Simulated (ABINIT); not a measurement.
## LiNbO3 (R3c): G0W0 with and without spin-orbit coupling

Wanted: the effect of spin-orbit coupling on the quasiparticle gap of LiNbO3 (R3c).

Program: ABINIT 10.8.3. Level of theory: PBE and many-body steps on it, plane waves. Results are calculated unless marked as measured.

## 1. The structure

It takes space group R3c (No. 161, trigonal). The conventional cell has a = 5.152 Å, b = 5.152 Å, c = 13.869 Å, α = 90.00°, β = 90.00°, γ = 120.00°. Nearest to Li lie 6 O at 2.07 to 2.24 Å. Nb has 6 O at 1.88 to 2.13 Å nearest. Nearest to O lie 2 Nb at 1.88 to 2.13 Å and 2 Li at 2.07 to 2.24 Å. Farther neighbours and most contacts between anions are not listed.

As a file:

```cif
data_structure
_symmetry_space_group_name_H-M 'R3c:H'
_symmetry_Int_Tables_number 161
_cell_length_a 5.1516
_cell_length_b 5.1516
_cell_length_c 13.8690
_cell_angle_alpha 90.000
_cell_angle_beta 90.000
_cell_angle_gamma 120.000
_cell_volume 318.76
loop_
_atom_site_label
_atom_site_type_symbol
_atom_site_symmetry_multiplicity
_atom_site_Wyckoff_symbol
_atom_site_fract_x
_atom_site_fract_y
_atom_site_fract_z
_atom_site_occupancy
Li1 Li 6 a 0.66667 0.33333 0.05183 1
Nb1 Nb 6 a 0.66667 0.33333 0.33328 1
O1 O 18 b 0.01050 0.38222 0.26991 1
```

The cell and positions come from the Crystallography Open Database and are kept as given unless a step says otherwise.

## 2. Empty states on the mesh, 4×4×4 mesh, 82 bands

This step: ABINIT 10.8.3; DFT, PBE, plane waves, norm-conserving pseudopotentials.

The sums over transitions need many empty states on a uniform mesh; this step solves for them.

run.abi

```
acell 3*1.0 Angstrom
rprim 
  2.575800000019 1.487138823389 4.623000000000
  -2.575800000018 1.487138823389 4.623000000000
  0.000000000000 -2.974277646779 4.623000000000
ntypat 3
znucl 3 41 8
natom 10
typat 1 1 2 2 3 3 3 3 3 3
xred 
  0.281500000000 0.281500000000 0.281500000000
  0.781500000000 0.781500000000 0.781500000000
  0.000055000000 0.000055000000 0.000055000000
  0.500055000000 0.500055000000 0.500055000000
  0.112310000000 0.358360000000 0.719590000000
  0.719590000000 0.112310000000 0.358360000000
  0.358360000000 0.719590000000 0.112310000000
  0.219590000000 0.858360000000 0.612310000000
  0.858360000000 0.612310000000 0.219590000000
  0.612310000000 0.219590000000 0.858360000000
pp_dirpath "pseudos"
pseudos "Li.upf, Nb.upf, O.upf"
ecut 37
ngkpt 4 4 4
nshiftk 1
shiftk 0 0 0
kptopt 1
chksymbreak 0
iscf -2
irdden 1
istwfk *1
nband 82
nbdbuf 6
tolwfr 1e-09
nstep 60
prtvol 0
indata_prefix "in"
outdata_prefix "out"
tmpdata_prefix "tmp"
```

Run with:

```sh
$ OMP_NUM_THREADS=1 mpirun -n 4 abinit run.abi > log
```

Numbers of over 12 decimals in the logs are rounded to 6 here.

Log:

```text
.Version 10.8.3 of ABINIT. v10.8.2 released Aug 2026.

 Symmetries : space group R3 c (#161); Bravais hR (rhombohedral)
[... echo of the input left out ...]
== DATASET  1 ==================================================================
-   mpi_nproc: 4, omp_nthreads: 1 (-1 if OMP is not activated)

--- !DatasetInfo
iteration_state: {dtset: 1, }
dimensions: {natom: 10, nkpt: 13, mband: 82, nsppol: 1, nspinor: 1, nspden: 1, mpw: 7739, }
cutoff_energies: {ecut:  37.0, pawecutdg:  -1.0, }
[...]
0.98919    0.98919    1.01028    1.01028    1.05081    1.07245    1.07245    1.07613
   1.11114    1.11114    1.11773    1.17514    1.19165    1.21523    1.21523    1.21640
   1.21640    1.28097
 prteigrs : prtvol=0 or 1, do not print more k-points.

== END DATASET(S) ==============================================================
================================================================================

 -outvars: echo values of variables after computation  --------
            nband          82
             nkpt          13
          spgroup         161
 [... the other variables as echoed above ...]

 Calculation completed.
```

Run time: 81 s. Hardware: 4 MPI ranks of Arm Neoverse V1, shared host; peak memory 0.47 GiB; 5.4 min of CPU time.

Numbers from this step:

```yaml
gap: 3.616 eV
k_of_the_valence_top: 0, 0, 0
k_of_the_conduction_bottom: 0.5, 0.25, 0
least_direct_gap: 3.618 eV
k_points_computed: 13
lowest_point_of_the_top_converged_band_above_the_valence_top: 26.99 eV
```

On this mesh the gap is 3.616 eV.

The density comes from a self-consistent run that is not shown.

## 3. Screening, 4×4×4 mesh, 76 bands, screening to 81.6 eV

The RPA dielectric matrix is built and inverted for each q.

This step: RPA screening on PBE, plane waves, norm-conserving pseudopotentials.

Edit run.abi of step 2 so:

```diff
@@ -28,10 +28,11 @@
 chksymbreak 0
-iscf -2
-irdden 1
 istwfk *1
-nband 82
-nbdbuf 6
-tolwfr 1e-09
-nstep 60
-prtvol 0
+occopt 1
+irdwfk 1
+optdriver 3
+nband 76
+ecuteps 3
+inclvkb 0
+awtr 1
+symchi 1
 indata_prefix "in"
```

Log:

```text
.Version 10.8.3 of ABINIT. v10.8.2 released Aug 2026.

 Symmetries : space group R3 c (#161); Bravais hR (rhombohedral)
[... echo of the input left out ...]
== DATASET  1 ==================================================================
-   mpi_nproc: 4, omp_nthreads: 1 (-1 if OMP is not activated)

--- !DatasetInfo
iteration_state: {dtset: 1, }
dimensions: {natom: 10, nkpt: 13, mband: 76, nsppol: 1, nspinor: 1, nspden: 1, mpw: 7739, }
cutoff_energies: {ecut:  37.0, pawecutdg:  -1.0, }
electrons: {nelect:   6.80000000E+01, charge:   0.00000000E+00, occopt:   1.00000000E+00, tsmear:   1.00000000E-02, }

 SCREENING: Calculation of the susceptibility and dielectric matrices

 Based on a program developped by R.W. Godby, V. Olevano, G. Onida, and L. Reining.
 Incorporated in ABINIT by V. Olevano, G.-M. Rignanese, and M. Torrent.
.Using double precision arithmetic ; gwpc =  8

[... cell and pseudopotentials left out ...]
--------------------------------------------------------------------------------

 ==== K-mesh for the wavefunctions ====
 Number of points in the irreducible wedge :    13
[... list of points left out ...]
 Together with  6 symmetry operations and time-reversal symmetry
 yields    64 points in the full Brillouin Zone.

 ==== Q-mesh for the screening function ====
 Number of points in the irreducible wedge :    13
[... list of points left out ...]
 Together with  6 symmetry operations and time-reversal symmetry
 yields    64 points in the full Brillouin Zone.

 setmesh: FFT mesh size selected  =    40x   40x   40
          total number of points  =        64000

 vcoul_init : cutoff-mode = AUXILIARY_FUNCTION
 q-points for optical limit:   1
     1)      0.000010    0.000020    0.000030

- screening: taking advantage of time-reversal symmetry
- Maximum band index for partially occupied states nbvw = 34
- Remaining bands to be divided among processors   nbcw = 42
- Number of bands treated by each node ~10

 Number of electrons calculated from density =   68.0000; Expected =   68.0000
 average of density, n =  0.094836
 r_s =    1.3603
 omega_plasma =   29.7059 [eV]

 calculating chi0 at frequencies [eV] :
  1    0.000000E+00    0.000000E+00
  2    0.000000E+00    2.970588E+01

--------------------------------------------------------------------------------
  q-point number  1        q = ( 0.000000, 0.000000, 0.000000) [r.l.u.]
--------------------------------------------------------------------------------
[... chi0 elements left out ...]
 For q-point:  0.000010 0.000020 0.000030
  dielectric constant =   5.7155
  dielectric constant without local fields =   6.2507

  Average fulfillment of the sum rule on Im[epsilon] for q-point    1 :     31.77  [%]
[... wings left out ...]
  q-point number  2        q = ( 0.250000, 0.000000, 0.000000) [r.l.u.]
--------------------------------------------------------------------------------
[... chi0 elements left out ...]
  Average fulfillment of the sum rule on Im[epsilon] for q-point    2 :     47.81  [%]

 [... 11 further q-points ...]
```

The job ended after 2.9 min (4 MPI ranks; peak memory 2.9 GiB; 12 min of CPU time).

This step gave:

```yaml
eps_infinity_with_local_fields_on_this_mesh_along_the_program_s_q_direction: 5.715
the_same_without_local_fields: 6.251
plasma_frequency: 29.71 eV
plane_waves_in_the_screening_matrix: 175
```

Local fields lower ε∞ by 9 %.

## 4. Scalar-relativistic

The self-energy is evaluated for the states that the input lists, and the levels follow from it, in one-shot runs by the linearised quasiparticle equation.

This step: G0W0 on PBE, plane waves, norm-conserving pseudopotentials.

Edit run.abi of step 3 so:

```diff
@@ -31,8 +31,17 @@
 irdwfk 1
-optdriver 3
+optdriver 4
 nband 76
+gwcalctyp 0
+ecutsigx 37
+symsigma 1
+nkptgw 2
+kptgw 
+  0.0000000000 0.0000000000 0.0000000000
+  0.5000000000 0.2500000000 0.0000000000
+bdgw 
+  33 36
+  33 36
 ecuteps 3
-inclvkb 0
-awtr 1
-symchi 1
+irdscr 1
+ppmodel 1
 indata_prefix "in"
```

Log:

```text
.Version 10.8.3 of ABINIT. v10.8.2 released Aug 2026.

 Symmetries : space group R3 c (#161); Bravais hR (rhombohedral)
[... echo of the input left out ...]
== DATASET  1 ==================================================================
-   mpi_nproc: 4, omp_nthreads: 1 (-1 if OMP is not activated)

--- !DatasetInfo
iteration_state: {dtset: 1, }
dimensions: {natom: 10, nkpt: 13, mband: 76, nsppol: 1, nspinor: 1, nspden: 1, mpw: 7739, }
cutoff_energies: {ecut:  37.0, pawecutdg:  -1.0, }
electrons: {nelect:   6.80000000E+01, charge:   0.00000000E+00, occopt:   1.00000000E+00, tsmear:   1.00000000E-02, }

 SIGMA: Calculation of the GW corrections

 Based on a program developped by R.W. Godby, V. Olevano, G. Onida, and L. Reining.
 Incorporated in ABINIT by V. Olevano, G.-M. Rignanese, and M. Torrent.
.Using double precision arithmetic ; gwpc =  8

[... cell and pseudopotentials left out ...]
--------------------------------------------------------------------------------

 ==== K-mesh for the wavefunctions ====
 Number of points in the irreducible wedge :    13
[... list of points left out ...]
 Together with  6 symmetry operations and time-reversal symmetry
 yields    64 points in the full Brillouin Zone.

 ==== Q-mesh for screening function ====
 Number of points in the irreducible wedge :    13
[... list of points left out ...]
 Together with  6 symmetry operations and time-reversal symmetry
 yields    64 points in the full Brillouin Zone.

 vcoul_init : cutoff-mode = AUXILIARY_FUNCTION
 q-points for optical limit:   1
     1)      0.000010    0.000020    0.000030
 setmesh: FFT mesh size selected  =    60x   60x   60
          total number of points  =       216000

 Number of electrons calculated from density =   68.0000; Expected =   68.0000
 average of density, n =  0.094836
 r_s =    1.3603
 omega_plasma =   29.7059 [eV]

 === KS Band Gaps ===
  >>>> For spin  1
   Minimum direct gap =   3.6182 [eV], located at k-point      :   0.0000  0.0000  0.0000
   Fundamental gap    =   3.6158 [eV], Top of valence bands at :   0.0000  0.0000  0.0000
                                       Bottom of conduction at :   0.5000  0.2500  0.0000
 SIGMA fundamental parameters:
 PLASMON POLE MODEL  1
 number of plane-waves for SigmaX                 7739
 number of plane-waves for SigmaC and W            175
 number of plane-waves for wavefunctions          7739
 number of bands                                    76
 number of independent spin polarizations            1
 number of spinorial components                      1
 number of k-points in IBZ                          13
 number of q-points in IBZ                          13
 number of symmetry operations                       6
 number of k-points in BZ                           64
 number of q-points in BZ                           64
 number of frequencies for dSigma/dE                 9
 frequency step for dSigma/dE [eV]                0.25
 number of omega for Sigma on real axis              0
 max omega for Sigma on real axis  [eV]           0.00
 zcut for avoiding poles [eV]                     0.10

 EPSILON^-1 parameters (SCR file):
 dimension of the eps^-1 matrix on file            175
 dimension of the eps^-1 matrix used               175
 number of plane-waves for wavefunctions          7739
 number of bands                                    76
 number of q-points in IBZ                          13
 number of frequencies                               2
 number of real frequencies                          1
 number of imag frequencies                          1

 matrix elements of self-energy operator (all in [eV])

 Perturbative Calculation

--- !SelfEnergy_ee
iteration_state: {dtset: 1, }
kpoint     : [   0.000,    0.000,    0.000, ]
spin       : 1
KS_gap     :    3.618
QP_gap     :    5.449
Delta_QP_KS:    1.830
data: !SigmaeeData |
     Band     E0 <VxcDFT>   SigX SigC(E0)      Z dSigC/dE  Sig(E)    E-E0       E
       33   4.475 -19.865 -24.865   5.234   0.771  -0.296 -19.684   0.181   4.656
       34   4.475 -19.865 -24.865   5.234   0.771  -0.296 -19.684   0.181   4.656
       35   8.093 -17.114 -11.382  -3.262   0.814  -0.228 -15.103   2.012  10.105
       36   8.093 -17.114 -11.382  -3.262   0.814  -0.228 -15.103   2.012  10.105

--- !SelfEnergy_ee
iteration_state: {dtset: 1, }
kpoint     : [   0.500,    0.250,    0.000, ]
spin       : 1
KS_gap     :    3.726
QP_gap     :    5.575
Delta_QP_KS:    1.848
data: !SigmaeeData |
     Band     E0 <VxcDFT>   SigX SigC(E0)      Z dSigC/dE  Sig(E)    E-E0       E
       33   4.173 -19.692 -24.669   5.161   0.773  -0.294 -19.550   0.142   4.315
       34   4.365 -19.756 -24.822   5.259   0.771  -0.297 -19.607   0.149   4.513
       35   8.091 -17.056 -11.284  -3.321   0.815  -0.227 -15.059   1.997  10.088
       36   8.569 -17.473 -11.697  -3.263   0.808  -0.237 -15.441   2.032  10.600

== END DATASET(S) ==============================================================
================================================================================

 -outvars: echo values of variables after computation  --------
           etotal      0.0000000000E+00
            nband          76
             nkpt          13
          spgroup         161
 [... the other variables as echoed above ...]

 Calculation completed.
```

Run time: 25 s. Hardware: 4 MPI ranks; peak memory 2.4 GiB; 100 s of CPU time.

This step gave:

```
G0W0 gap on the points computed              : 5.432 eV
starting gap on the mesh                     : 3.616 eV
k of the valence top                         : 0, 0, 0
k of the conduction bottom                   : 0.5, 0.25, 0
Z at the valence top                         : 0.771
Z at the conduction bottom                   : 0.815
least direct G0W0 gap on the computed points : 5.449 eV
```

The gap on the mesh goes from 3.62 eV to 5.43 eV, a correction of +1.82 eV.

## 5. Empty states on the mesh, 4×4×4 mesh, 166 bands

This step: DFT, PBE with spin-orbit coupling, plane waves, norm-conserving pseudopotentials.

Edit run.abi of step 4 so:

```diff
@@ -23,2 +23,3 @@
 ecut 37
+nspinor 2
 ngkpt 4 4 4
@@ -28,20 +29,10 @@
 chksymbreak 0
+iscf -2
+irdden 1
 istwfk *1
-occopt 1
-irdwfk 1
-optdriver 4
-nband 76
-gwcalctyp 0
-ecutsigx 37
-symsigma 1
-nkptgw 2
-kptgw 
-  0.0000000000 0.0000000000 0.0000000000
-  0.5000000000 0.2500000000 0.0000000000
-bdgw 
-  33 36
-  33 36
-ecuteps 3
-irdscr 1
-ppmodel 1
+nband 166
+nbdbuf 14
+tolwfr 1e-09
+nstep 60
+prtvol 0
 indata_prefix "in"
```

Log:

```text
.Version 10.8.3 of ABINIT. v10.8.2 released Aug 2026.

 Symmetries : space group R3 c (#161); Bravais hR (rhombohedral)
[... echo of the input left out ...]
== DATASET  1 ==================================================================
-   mpi_nproc: 4, omp_nthreads: 1 (-1 if OMP is not activated)

--- !DatasetInfo
iteration_state: {dtset: 1, }
dimensions: {natom: 10, nkpt: 13, mband: 166, nsppol: 1, nspinor: 2, nspden: 1, mpw: 7739, }
cutoff_energies: {ecut:  37.0, pawecutdg:  -1.0, }
[...]
1.11049    1.11049    1.11186    1.11186    1.11778    1.11778    1.17529    1.17529
   1.19138    1.19138    1.21445    1.21445    1.21527    1.21527    1.21609    1.21609
   1.21789    1.21789    1.28025    1.28046    1.28148    1.28397
 prteigrs : prtvol=0 or 1, do not print more k-points.

== END DATASET(S) ==============================================================
================================================================================

 -outvars: echo values of variables after computation  --------
            nband         166
             nkpt          13
          spgroup         161
 [... the other variables as echoed above ...]

 Calculation completed.
```

Run time: 9.3 min. Hardware: 4 MPI ranks; peak memory 0.91 GiB; 37 min of CPU time.

This step gave:

```yaml
gap: 3.578 eV
k_of_the_valence_top: 0, 0, 0
k_of_the_conduction_bottom: 0.5, 0.25, 0
least_direct_gap: 3.594 eV
k_points_computed: 13
lowest_point_of_the_top_converged_band_above_the_valence_top: 26.99 eV
```

On this mesh the gap is 3.578 eV.

The density comes from a self-consistent run that is not shown, made with spin-orbit coupling and fully relativistic files.

## 6. Screening, 4×4×4 mesh, 152 bands, screening to 81.6 eV

This step: RPA screening on PBE with spin-orbit coupling, plane waves, norm-conserving pseudopotentials.

Edit run.abi of step 5 so:

```diff
@@ -29,10 +29,11 @@
 chksymbreak 0
-iscf -2
-irdden 1
 istwfk *1
-nband 166
-nbdbuf 14
-tolwfr 1e-09
-nstep 60
-prtvol 0
+occopt 1
+irdwfk 1
+optdriver 3
+nband 152
+ecuteps 3
+inclvkb 0
+awtr 1
+symchi 1
 indata_prefix "in"
```

Log:

```text
.Version 10.8.3 of ABINIT. v10.8.2 released Aug 2026.

 Symmetries : space group R3 c (#161); Bravais hR (rhombohedral)
[... echo of the input left out ...]
== DATASET  1 ==================================================================
-   mpi_nproc: 4, omp_nthreads: 1 (-1 if OMP is not activated)

--- !DatasetInfo
iteration_state: {dtset: 1, }
dimensions: {natom: 10, nkpt: 13, mband: 152, nsppol: 1, nspinor: 2, nspden: 1, mpw: 7739, }
cutoff_energies: {ecut:  37.0, pawecutdg:  -1.0, }
electrons: {nelect:   6.80000000E+01, charge:   0.00000000E+00, occopt:   1.00000000E+00, tsmear:   1.00000000E-02, }

 SCREENING: Calculation of the susceptibility and dielectric matrices

 Based on a program developped by R.W. Godby, V. Olevano, G. Onida, and L. Reining.
 Incorporated in ABINIT by V. Olevano, G.-M. Rignanese, and M. Torrent.
.Using double precision arithmetic ; gwpc =  8

[... cell and pseudopotentials left out ...]
--------------------------------------------------------------------------------

 ==== K-mesh for the wavefunctions ====
 Number of points in the irreducible wedge :    13
[... list of points left out ...]
 Together with  6 symmetry operations and time-reversal symmetry
 yields    64 points in the full Brillouin Zone.

 ==== Q-mesh for the screening function ====
 Number of points in the irreducible wedge :    13
[... list of points left out ...]
 Together with  6 symmetry operations and time-reversal symmetry
 yields    64 points in the full Brillouin Zone.

 setmesh: FFT mesh size selected  =    40x   40x   40
          total number of points  =        64000

 vcoul_init : cutoff-mode = AUXILIARY_FUNCTION
 q-points for optical limit:   1
     1)      0.000010    0.000020    0.000030

- screening: taking advantage of time-reversal symmetry
- Maximum band index for partially occupied states nbvw = 68
- Remaining bands to be divided among processors   nbcw = 84
- Number of bands treated by each node ~21

 Number of electrons calculated from density =   68.0000; Expected =   68.0000
 average of density, n =  0.094836
 r_s =    1.3603
 omega_plasma =   29.7059 [eV]

 calculating chi0 at frequencies [eV] :
  1    0.000000E+00    0.000000E+00
  2    0.000000E+00    2.970588E+01

--------------------------------------------------------------------------------
  q-point number  1        q = ( 0.000000, 0.000000, 0.000000) [r.l.u.]
--------------------------------------------------------------------------------
[... chi0 elements left out ...]
 For q-point:  0.000010 0.000020 0.000030
  dielectric constant =   5.7152
  dielectric constant without local fields =   6.2500

  Average fulfillment of the sum rule on Im[epsilon] for q-point    1 :     31.77  [%]
[... wings left out ...]
  q-point number  2        q = ( 0.250000, 0.000000, 0.000000) [r.l.u.]
--------------------------------------------------------------------------------
[... chi0 elements left out ...]
  Average fulfillment of the sum rule on Im[epsilon] for q-point    2 :     47.87  [%]

 [... 11 further q-points ...]
```

It took 31 min on 4 MPI ranks; peak memory 10 GiB.

Numbers from this step:

```
ε∞ with local fields, on this mesh, along the program's q direction : 5.715
the same without local fields                                       : 6.25
plasma frequency                                                    : 29.71 eV
plane waves in the screening matrix                                 : 175
```

[end of part 1 of 2]

[Paths, hosts, dates, memory and timing lines, banners, echoed tables and standing remarks are left out of the program output.]

[Logs are printed without paths, hosts, clocks, repeated set-up lines and the standing remarks that a program may print on its own settings, such as how far it seeks lower states.]

[Runs of the session that timed out or met a known fault of the program may be left out.]

[Hosts, paths, dates, database ids (printed as entryN), source tags and the programs' standing remarks are cut or masked in the printed files.]

[G0W0 gaps are taken among the corrected bands and points alone; a level outside them can change the order at an edge.]

[Where Ansatz stands beside ABINIT at settings called matched, ABINIT's density can come from a denser mesh and the files from another edition; pairs whose starting gaps differed by over 0.03 eV were left out, so agreement reads better than it is.]
